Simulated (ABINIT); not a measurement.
## SnSe2 (P-3m1): a self-consistent loop beyond G0W0, cycle by cycle

Aim: iterate the self-energy on SnSe2 (P-3m1) and follow the gap from cycle to cycle.

Program: ABINIT 10.8.3. Level of theory: PBE and many-body steps on it, plane waves. Results are calculated unless marked as measured.

**Experimental background.**

- Gap 1.21 ± 0.04 eV: quasiparticle gap from STS band edges on large flat area; scanning tunneling spectroscopy, log dI/dV edge fit; 77.6 K; bulk crystal (n-type SnSe2 region of partially converted crystal) (“Lateral heterostructures formed by thermally converting n-type SnSe2 to p-type SnSe”, 2018, arxiv:1804.01202).

- Gap 1 eV: indirect gap from optical absorption (approximate); optical absorption; bulk crystal (quoted in “Lateral heterostructures formed by thermally converting n-type SnSe2 to p-type SnSe”, 2018, arxiv:1804.01202).

- Gap 1.207 eV: direct band-edge excitonic transition; piezoreflectance; 300 K; bulk crystal (CVT-grown single crystal) (“Temperature Dependent Excitonic Transition Energy and Enhanced Electron-Phonon Coupling in Layered Ternary SnS2-xSex Semiconductors with Fully Tunable Stoichiometry”, 2021, pmc:8069899).

Report form: the programs' logs are mostly left out.

### 1. Set-up

It takes space group P-3m1 (No. 164, trigonal). The conventional cell has a = 3.811 Å, b = 3.811 Å, c = 6.136 Å, α = 90.00°, β = 90.00°, γ = 120.00°. Sn has 6 Se at 2.68 Å nearest. Nearest to Se lie 3 Sn at 2.68 Å. Farther neighbours and most contacts between anions are not listed.

The cell and positions come from the Crystallography Open Database and are kept as given unless a step says otherwise.

### 2. Empty states on the mesh, 3×3×2 mesh, 233 bands

This step: ABINIT 10.8.3; DFT, PBE, plane waves, norm-conserving pseudopotentials.

The sums over transitions need many empty states on a uniform mesh; this step solves for them.

Contents of run.abi:

```
acell 3*1.0 Angstrom
rprim 
  3.810999999987 0.000000000003 0.000000000000
  -1.905499999996 3.300422813810 0.000000000000
  0.000000000000 0.000000000000 6.136000000000
ntypat 2
znucl 50 34
natom 3
typat 1 2 2
xred 
  0.000000000000 0.000000000000 0.000000000000
  0.333333333333 0.666666666667 0.249000000000
  0.666666666667 0.333333333333 0.751000000000
pp_dirpath "pseudos"
pseudos "Sn.upf, Se.upf"
ecut 39
ngkpt 3 3 2
nshiftk 1
shiftk 0 0 0
kptopt 1
chksymbreak 0
irdden 1
istwfk *1
nband 233
prtvol 0
optdriver 6
gwr_task "HDIAGO"
paral_kgb 0
occopt 1
indata_prefix "in"
outdata_prefix "out"
tmpdata_prefix "tmp"
```

Command:

```console
> OMP_NUM_THREADS=1 mpirun -n 8 abinit run.abi > log
```

Run time: 2 min. Hardware: 8 MPI ranks of Arm Neoverse V2, shared host; peak memory 14 GiB; 16 min of CPU time.

Numbers from this step:

```
gap                                                           : 1.063 eV
k of the valence top                                          : 0, 0, 0
k of the conduction bottom                                    : 0, 0, 0
least direct gap                                              : 1.063 eV
k points computed                                             : 6
lowest point of the top converged band, above the valence top : 100.0288 eV
```

On this mesh the gap is 1.063 eV.

The density comes from a self-consistent run that is not shown.

### 3. Screening, 3×3×2 mesh, 225 bands, screening to 163.3 eV

The RPA dielectric matrix is built and inverted for each q.

This step: RPA screening on PBE, plane waves, norm-conserving pseudopotentials.

Edit run.abi of step 2 so:

```diff
@@ -21,10 +21,11 @@
 chksymbreak 0
-irdden 1
 istwfk *1
-nband 233
-prtvol 0
-optdriver 6
-gwr_task "HDIAGO"
-paral_kgb 0
 occopt 1
+irdwfk 1
+optdriver 3
+nband 225
+ecuteps 6
+inclvkb 2
+awtr 1
+symchi 1
 indata_prefix "in"
```

Wall time 32 s (8 MPI ranks); peak memory 2 GiB; 4.2 min of CPU time.

This step gave:

```
ε∞ with local fields, on this mesh, along the program's q direction : 20.22
the same without local fields                                       : 23.03
plasma frequency                                                    : 28.67 eV
plane waves in the screening matrix                                 : 373
```

Local fields lower ε∞ by 12 %. On a Γ-centred mesh this coarse the value itself is usually too large, while a short band sum pulls it down.

### 4. G0W0

The self-energy is evaluated for the states that the input lists, and the levels follow from it, in one-shot runs by the linearised quasiparticle equation.

This step: G0W0 on PBE, plane waves, norm-conserving pseudopotentials.

Edit run.abi of step 3 so:

```diff
@@ -24,8 +24,15 @@
 irdwfk 1
-optdriver 3
+optdriver 4
 nband 225
+gwcalctyp 0
+ecutsigx 39
+symsigma 1
+nkptgw 1
+kptgw 
+  0.0000000000 0.0000000000 0.0000000000
+bdgw 
+  21 25
 ecuteps 6
-inclvkb 2
-awtr 1
-symchi 1
+irdscr 1
+ppmodel 1
 indata_prefix "in"
```

Elapsed: 7.4 s, on 8 MPI ranks; peak memory 1.6 GiB.

Numbers from this step:

```
G0W0 gap on the points computed              : 1.883 eV
starting gap on the mesh                     : 1.063 eV
k of the valence top                         : 0, 0, 0
k of the conduction bottom                   : 0, 0, 0
Z at the valence top                         : 0.787
Z at the conduction bottom                   : 0.803
least direct G0W0 gap on the computed points : 1.883 eV
```

The gap on the mesh goes from 1.06 eV to 1.88 eV, a correction of +0.82 eV.

### 5. evGW0, cycle 1

This step: evGW0 on PBE, plane waves, norm-conserving pseudopotentials.

Edit run.abi of step 4 so:

```diff
@@ -26,10 +26,20 @@
 nband 225
-gwcalctyp 0
+gwcalctyp 10
 ecutsigx 39
 symsigma 1
-nkptgw 1
+nkptgw 6
 kptgw 
   0.0000000000 0.0000000000 0.0000000000
+  0.3333333333 0.0000000000 0.0000000000
+  0.3333333333 0.3333333333 0.0000000000
+  0.0000000000 0.0000000000 0.5000000000
+  0.3333333333 0.0000000000 0.5000000000
+  0.3333333333 0.3333333333 0.5000000000
 bdgw 
-  21 25
+  18 27
+  18 27
+  18 27
+  18 27
+  18 27
+  18 27
 ecuteps 6
```

The job ended after 85 s (8 MPI ranks; peak memory 2.5 GiB; 11 min of CPU time).

This step gave:

| Quantity | Value |
| --- | --- |
| quasiparticle gap on the mesh | 2.112 eV |
| gap of the density functional on the mesh | 1.063 eV |
| k of the valence top | 0, 0, 0 |
| k of the conduction bottom | 0, 0, 0 |
| Z at the valence top | 0.787 |
| Z at the conduction bottom | 0.803 |
| least direct quasiparticle gap on the computed points | 2.112 eV |

Against G0W0 in ABINIT (3×3×2 mesh, 225 bands, screening to 163.3 eV, Godby-Needs plasmon pole), the gap moves by +0.229 eV. This first cycle still uses the starting levels; it takes the full correction, at all points of the mesh, and its linearised value is 1.883 eV.

### 6. evGW0, cycle 2

The corrected levels of the last cycle go back in.

Edit run.abi of step 5 so:

```diff
@@ -47,2 +47,3 @@
 ppmodel 1
+irdqps 1
 indata_prefix "in"
```

Wall time 86 s (8 MPI ranks); peak memory 2.5 GiB.

Numbers from this step:

| Item | Value |
| --- | --- |
| quasiparticle gap on the mesh | 1.974 eV |
| gap of the density functional on the mesh | 1.063 eV |
| k of the valence top | 0, 0, 0 |
| k of the conduction bottom | 0, 0, 0 |
| least direct quasiparticle gap on the computed points | 1.974 eV |

Against the cycle before, the gap moves by −0.138 eV.

### 7. evGW0, cycle 3

run.abi is that of step 6.

Elapsed: 85 s, on 8 MPI ranks; peak memory 2.5 GiB; 11 min of CPU time.

Numbers from this step:

| Item | Value |
| --- | --- |
| quasiparticle gap on the mesh | 1.993 eV |
| gap of the density functional on the mesh | 1.063 eV |
| k of the valence top | 0, 0, 0 |
| k of the conduction bottom | 0, 0, 0 |
| least direct quasiparticle gap on the computed points | 1.993 eV |

Against the cycle before, the gap moves by +0.019 eV.

### 8. evGW0, cycle 4

run.abi is that of step 7.

Wall time 87 s (8 MPI ranks); peak memory 2.5 GiB.

This step gave:

- quasiparticle gap on the mesh: 1.990 eV
- gap of the density functional on the mesh: 1.063 eV
- k of the valence top: 0, 0, 0
- k of the conduction bottom: 0, 0, 0
- least direct quasiparticle gap on the computed points: 1.990 eV

Against the cycle before, the gap moves by −0.003 eV.

### 9. Screening, 3×3×2 mesh, 225 bands, screening to 163.3 eV

This step: RPA screening on PBE, plane waves, norm-conserving pseudopotentials.

Contents of run.abi:

```
acell 3*1.0 Angstrom
rprim 
  3.810999999987 0.000000000003 0.000000000000
  -1.905499999996 3.300422813810 0.000000000000
  0.000000000000 0.000000000000 6.136000000000
ntypat 2
znucl 50 34
natom 3
typat 1 2 2
xred 
  0.000000000000 0.000000000000 0.000000000000
  0.333333333333 0.666666666667 0.249000000000
  0.666666666667 0.333333333333 0.751000000000
pp_dirpath "pseudos"
pseudos "Sn.upf, Se.upf"
ecut 39
ngkpt 3 3 2
nshiftk 1
shiftk 0 0 0
kptopt 1
chksymbreak 0
istwfk *1
occopt 1
irdwfk 1
optdriver 3
nband 225
ecuteps 6
inclvkb 2
awtr 1
symchi 1
gwcalctyp 10
mbpt_sciss 0.794 eV
nqptdm 1
qptdm 
  0 0 0
indata_prefix "in"
outdata_prefix "out"
tmpdata_prefix "tmp"
```

It took 13 s on 8 MPI ranks; peak memory 1.9 GiB; 1.7 min of CPU time.

Numbers from this step:

| Item | Value |
| --- | --- |
| ε∞ with local fields, on this mesh, along the program's q direction | 15.58 |
| the same without local fields | 17.52 |
| plasma frequency | 28.67 eV |
| plane waves in the screening matrix | 373 |

This screening uses the functional's bands under a rigid shift, the mean opening of the cycle before.

### 10. Screening, 3×3×2 mesh, 225 bands, screening to 163.3 eV

This step: RPA screening on PBE from quasiparticle energies, plane waves, norm-conserving pseudopotentials.

Edit run.abi of step 9 so:

```diff
@@ -30,7 +30,11 @@
 symchi 1
+irdqps 1
 gwcalctyp 10
-mbpt_sciss 0.794 eV
-nqptdm 1
+nqptdm 5
 qptdm 
-  0 0 0
+  0.3333333333 0.0000000000 0.0000000000
+  0.3333333333 0.3333333333 0.0000000000
+  0.0000000000 0.0000000000 0.5000000000
+  0.3333333333 0.0000000000 0.5000000000
+  0.3333333333 0.3333333333 0.5000000000
 indata_prefix "in"
```

Contents of mrgscr.stdin:

```
2
merged
q0_SCR
out_SCR
1
```

Command:

```console
> OMP_NUM_THREADS=1 mpirun -n 8 abinit run.abi > log; mrgscr < mrgscr.stdin
```

The job ended after 21 s (8 MPI ranks; peak memory 1.8 GiB; 2.8 min of CPU time).

Numbers from this step:

```
plasma frequency                    : 28.67 eV
plane waves in the screening matrix : 373
```

This screening reads the quasiparticle levels of the cycle before.

### 11. evGW, cycle 1

This step: evGW on PBE, plane waves, norm-conserving pseudopotentials.

Edit run.abi of step 10 so:

```diff
@@ -24,12 +24,10 @@
 irdwfk 1
-optdriver 3
+optdriver 4
 nband 225
-ecuteps 6
-inclvkb 2
-awtr 1
-symchi 1
-irdqps 1
 gwcalctyp 10
-nqptdm 5
-qptdm 
+ecutsigx 39
+symsigma 1
+nkptgw 6
+kptgw 
+  0.0000000000 0.0000000000 0.0000000000
   0.3333333333 0.0000000000 0.0000000000
@@ -39,2 +37,13 @@
   0.3333333333 0.3333333333 0.5000000000
+bdgw 
+  18 27
+  18 27
+  18 27
+  18 27
+  18 27
+  18 27
+ecuteps 6
+irdscr 1
+ppmodel 1
+irdqps 1
 indata_prefix "in"
```

Command:

```console
> OMP_NUM_THREADS=1 mpirun -n 8 abinit run.abi > log
```

Elapsed: 86 s, on 8 MPI ranks; peak memory 2.5 GiB.

Numbers from this step:

| Item | Value |
| --- | --- |
| quasiparticle gap on the mesh | 2.106 eV |
| gap of the density functional on the mesh | 1.063 eV |
| k of the valence top | 0, 0, 0 |
| k of the conduction bottom | 0, 0, 0 |
| least direct quasiparticle gap on the computed points | 2.106 eV |

Against G0W0 in ABINIT (3×3×2 mesh, 225 bands, screening to 163.3 eV, Godby-Needs plasmon pole), the gap moves by +0.223 eV.

### 12. Screening, 3×3×2 mesh, 225 bands, screening to 163.3 eV

This step: RPA screening on PBE, plane waves, norm-conserving pseudopotentials.

Contents of run.abi:

```
acell 3*1.0 Angstrom
rprim 
  3.810999999987 0.000000000003 0.000000000000
  -1.905499999996 3.300422813810 0.000000000000
  0.000000000000 0.000000000000 6.136000000000
ntypat 2
znucl 50 34
natom 3
typat 1 2 2
xred 
  0.000000000000 0.000000000000 0.000000000000
  0.333333333333 0.666666666667 0.249000000000
  0.666666666667 0.333333333333 0.751000000000
pp_dirpath "pseudos"
pseudos "Sn.upf, Se.upf"
ecut 39
ngkpt 3 3 2
nshiftk 1
shiftk 0 0 0
kptopt 1
chksymbreak 0
istwfk *1
occopt 1
irdwfk 1
optdriver 3
nband 225
ecuteps 6
inclvkb 2
awtr 1
symchi 1
gwcalctyp 10
mbpt_sciss 0.918 eV
nqptdm 1
qptdm 
  0 0 0
indata_prefix "in"
outdata_prefix "out"
tmpdata_prefix "tmp"
```

Wall time 13 s (8 MPI ranks); peak memory 1.9 GiB; 1.8 min of CPU time.

This step gave:

| Quantity | Value |
| --- | --- |
| ε∞ with local fields, on this mesh, along the program's q direction | 15.09 |
| the same without local fields | 16.95 |
| plasma frequency | 28.67 eV |
| plane waves in the screening matrix | 373 |

This screening uses the functional's bands under a rigid shift, the mean opening of the cycle before.

### 13. Screening, 3×3×2 mesh, 225 bands, screening to 163.3 eV

This step: RPA screening on PBE from quasiparticle energies, plane waves, norm-conserving pseudopotentials.

Edit run.abi of step 12 so:

```diff
@@ -30,7 +30,11 @@
 symchi 1
+irdqps 1
 gwcalctyp 10
-mbpt_sciss 0.918 eV
-nqptdm 1
+nqptdm 5
 qptdm 
-  0 0 0
+  0.3333333333 0.0000000000 0.0000000000
+  0.3333333333 0.3333333333 0.0000000000
+  0.0000000000 0.0000000000 0.5000000000
+  0.3333333333 0.0000000000 0.5000000000
+  0.3333333333 0.3333333333 0.5000000000
 indata_prefix "in"
```

mrgscr.stdin is that of step 10.

Command:

```console
> OMP_NUM_THREADS=1 mpirun -n 8 abinit run.abi > log; mrgscr < mrgscr.stdin
```

Elapsed: 22 s, on 8 MPI ranks; peak memory 1.8 GiB.

This step gave:

| Quantity | Value |
| --- | --- |
| plasma frequency | 28.67 eV |
| plane waves in the screening matrix | 373 |

This screening reads the quasiparticle levels of the cycle before.

### 14. evGW, cycle 2

This step: evGW on PBE, plane waves, norm-conserving pseudopotentials.

Edit run.abi of step 13 so:

```diff
@@ -24,12 +24,10 @@
 irdwfk 1
-optdriver 3
+optdriver 4
 nband 225
-ecuteps 6
-inclvkb 2
-awtr 1
-symchi 1
-irdqps 1
 gwcalctyp 10
-nqptdm 5
-qptdm 
+ecutsigx 39
+symsigma 1
+nkptgw 6
+kptgw 
+  0.0000000000 0.0000000000 0.0000000000
   0.3333333333 0.0000000000 0.0000000000
@@ -39,2 +37,13 @@
   0.3333333333 0.3333333333 0.5000000000
+bdgw 
+  18 27
+  18 27
+  18 27
+  18 27
+  18 27
+  18 27
+ecuteps 6
+irdscr 1
+ppmodel 1
+irdqps 1
 indata_prefix "in"
```

Command:

```console
> OMP_NUM_THREADS=1 mpirun -n 8 abinit run.abi > log
```

Run time: 86 s. Hardware: 8 MPI ranks; peak memory 2.5 GiB; 11 min of CPU time.

This step gave:

| Item | Value |
| --- | --- |
| quasiparticle gap on the mesh | 2.11 eV |
| gap of the density functional on the mesh | 1.063 eV |
| k of the valence top | 0, 0, 0 |
| k of the conduction bottom | 0, 0, 0 |
| least direct quasiparticle gap on the computed points | 2.11 eV |

Against the cycle before, the gap moves by +0.004 eV.

### 15. The runs together

Times are wall times on 8 MPI ranks of Arm Neoverse V2, shared host, good to a factor of about two. A run's time includes the screening step that it read.

| run | mesh | bands | screening cutoff (eV) | DFT gap (eV) | gap on the mesh (eV) | direct (eV) | ε∞ used | time |
| --- | --- | --- | --- | --- | --- | --- | --- | --- |
| G0W0 | 3×3×2 | 225 | 163.3 | 1.063 | 1.883 | 1.883 | 20.22 | 39 s |
| evGW0, cycle 1 | 3×3×2 | 225 | 163.3 | 1.063 | 2.112 | 2.112 | 20.22 | 2 min |
| evGW0, cycle 2 | 3×3×2 | 225 | 163.3 | 1.063 | 1.974 | 1.974 | 20.22 | 2 min |
| evGW0, cycle 3 | 3×3×2 | 225 | 163.3 | 1.063 | 1.993 | 1.993 | 20.22 | 2 min |
| evGW0, cycle 4 | 3×3×2 | 225 | 163.3 | 1.063 | 1.990 | 1.990 | 20.22 | 2 min |
| evGW, cycle 1 | 3×3×2 | 225 | 163.3 | 1.063 | 2.106 | 2.106 | 15.58 | 2 min |
| evGW, cycle 2 | 3×3×2 | 225 | 163.3 | 1.063 | 2.110 | 2.110 | 15.09 | 2 min |

### 16. Summary of results

| Property | Result |
| --- | --- |
| G0W0 | 1.883 eV |
| evGW0, cycle 1 | 2.112 eV |
| evGW0, cycle 2 | 1.974 eV |
| evGW0, cycle 3 | 1.993 eV |
| evGW0, cycle 4 | 1.990 eV |
| evGW, cycle 1 | 2.106 eV |
| evGW, cycle 2 | 2.110 eV |
| known limits | not at the basis limit; exchange with frozen shells missing; no spin-orbit coupling; coarse k mesh |

What this shows: Only the bands that the input lists are updated; the others, empty or deep, keep the functional's energies or take a rigid shift. The evGW loop starts from the last levels of evGW0, so its cycles and time come on top of those. evGW0 ends at 1.99 eV, +0.11 eV from G0W0, after 4 cycles that took 5.7 min beside the first screening; the last moved the gap by 0.003 eV. evGW ends at 2.11 eV, +0.23 eV from G0W0, after 2 cycles that took 4 min beside the first screening; the last moved the gap by 0.004 eV. The first cycle of evGW0 takes the full correction, without the factor Z, so it overshoots the one-shot value. Against experiment, by evGW, cycle 2: the gap of 2.11 eV lies +0.90 eV from the measured 1.21 ± 0.04 eV (electronic, 77.6 K, 2018); the gap of 2.11 eV lies +1.11 eV from the measured 1 eV (indirect, quoted 2018); the direct gap of 2.11 eV lies +0.90 eV from the measured 1.207 eV (exciton, 300 K, 2021). An exciton line or allowed optical edge lies below the quasiparticle gap by the binding energy; a forbidden edge can push the onset above it. These are gaps on the mesh, at modest bands and cutoff. The calculation has static nuclei and no excitons; a measured gap holds zero-point and thermal motion, which mostly lowers it. Bands and cutoff are finite, so the gap is not at the basis limit. The miss can reach some tenths of an eV and take either sign; the mesh is an error of its own. A denser mesh or path gives a starting gap of 0.70 eV: the GW mesh misses a band edge, so its gaps are not the fundamental one. The 3×3×2 mesh is coarse for this cell, which bears on the long-range parts of exchange and screening. The norm-conserving file of at least one element keeps a d shell over frozen s and p shells of the same row. Exchange with those shells is missing from the self-energy, an error of 0.3 to 0.9 eV in cases checked, whose sign depends on which edge lies on those atoms. In the updated screening the q = 0 part is built from Kohn-Sham bands under a rigid shift, the other q from the quasiparticle levels. The many-body steps are scalar-relativistic: spin-orbit coupling is not in them.

[Paths, hosts, dates, memory and timing lines, banners, echoed tables and standing remarks are left out of the program output.]

[Logs are printed without paths, hosts, clocks, repeated set-up lines and the standing remarks that a program may print on its own settings, such as how far it seeks lower states.]

[Runs of the session that timed out or met a known fault of the program may be left out.]

[Hosts, paths, dates, database ids (printed as entryN), source tags and the programs' standing remarks are cut or masked in the printed files.]

[G0W0 gaps are taken among the corrected bands and points alone; a level outside them can change the order at an edge.]

[Where Ansatz stands beside ABINIT at settings called matched, ABINIT's density can come from a denser mesh and the files from another edition; pairs whose starting gaps differed by over 0.03 eV were left out, so agreement reads better than it is.]
